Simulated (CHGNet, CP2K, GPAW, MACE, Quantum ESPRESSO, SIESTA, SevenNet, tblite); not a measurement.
**Other levels on C(111) slab, H on the bottom face (81 atoms)**

The cell holds 81 atoms: 72 C and 9 H. Cell: a = 7.567 Å, b = 7.567 Å, c = 19.783 Å, α = 90.0°, β = 90.0°, γ = 120.0°. It derives from C (diamond-structure). Diamond-structure C (a = 3.567 Å), (111) slab of 8 atomic planes, 3 x 3 surface cells, H on the broken bonds of the bottom face, 12 Å of vacuum; displaced by a Gaussian of 0.02 Å. Then every atom was moved at random, 0.02 Å r.m.s. a Cartesian component (hydrogen 0.6 of that). Regions: slab, 72 atoms (72 C); hydrogen, 9 atoms (9 H). Vacuum lies along c.

Geometry: as built.

The reference, a calculation:

- method: Kohn-Sham DFT, PBE, SSSP efficiency 1.3.0 pseudopotentials, plane waves (Quantum ESPRESSO 7.5); sssp-pbe-1.3.0-efficiency, cutoffs 60/480 Ry, Γ point
- r.m.s. force component: 1.672 eV/Å
- longest force: 5.94 eV/Å
- time: 3.3 min on 4 MPI ranks of Arm Neoverse V1, shared host
- CPU time: 13 min

Runs, in no order:
A. CP2K PBE, DZVP-MOLOPT-SR, 225/50 Ry, diagonalisation: Kohn-Sham DFT, PBE, GTH-PBE pseudopotentials, Gaussian and plane waves, DZVP-MOLOPT-SR-GTH, diagonalisation
B. QE PBE, gbrv-1.5, 40/200 Ry: Kohn-Sham DFT, PBE, GBRV 1.5 ultrasoft pseudopotentials, plane waves
C. tblite GFN2-xTB: GFN2-xTB tight binding, diagonalisation
D. SIESTA PBE, TZP, shift 0.01 Ry, mesh 300 Ry: Kohn-Sham DFT, PBE, PseudoDojo 0.4.1 norm-conserving pseudopotentials (converted to PSML), numerical atomic orbitals (TZP), diagonalisation
E. CHGNet r2SCAN potential: machine-learned interatomic potential CHGNet r2SCAN, trained on r2SCAN plane-wave data

**Question.** Rank the runs by how far their forces lie from the reference's, least first.

B, A, D, C, E.

```tsv
run	Δ force, r.m.s. (meV/Å)	share of r.m.s. force (%)	CPU time
B. QE PBE, gbrv-1.5, 40/200 Ry	35.2	2.11	5.5 min
A. CP2K PBE, DZVP-MOLOPT-SR, 225/50 Ry, diagonalisation	54.5	3.26	14 min
D. SIESTA PBE, TZP, shift 0.01 Ry, mesh 300 Ry	125	7.49	11 min
C. tblite GFN2-xTB	380	22.7	7 s
E. CHGNet r2SCAN potential	559	33.4	8.8 s
```

Periodic xTB results under one method name differ between programs and library versions. With short bonds to hydrogen, sets of potentials differ among themselves by several per cent in forces even at converged cutoffs, so the reference isn't exact here either. The electron count is odd in these runs, and they have no spin polarisation, so the unpaired electron is spread evenly over both spins. Machine-learned potentials mimic data converged in k, so the reference's own k-point error enters their differences. The runs have no spin polarisation, so any moments at edges, vacancies or dangling bonds can't form. The electronic-structure runs sample only Γ, in a cell whose shortest periodic width is 7 Å, which is coarse for a cell with partly filled levels.

[Logs are printed without paths, hosts, clocks, repeated set-up lines and the standing remarks that a program may print on its own settings, such as how far it seeks lower states.]

[Hosts, paths, dates, database ids (printed as entryN), source tags and the programs' standing remarks are cut or masked in the printed files.]
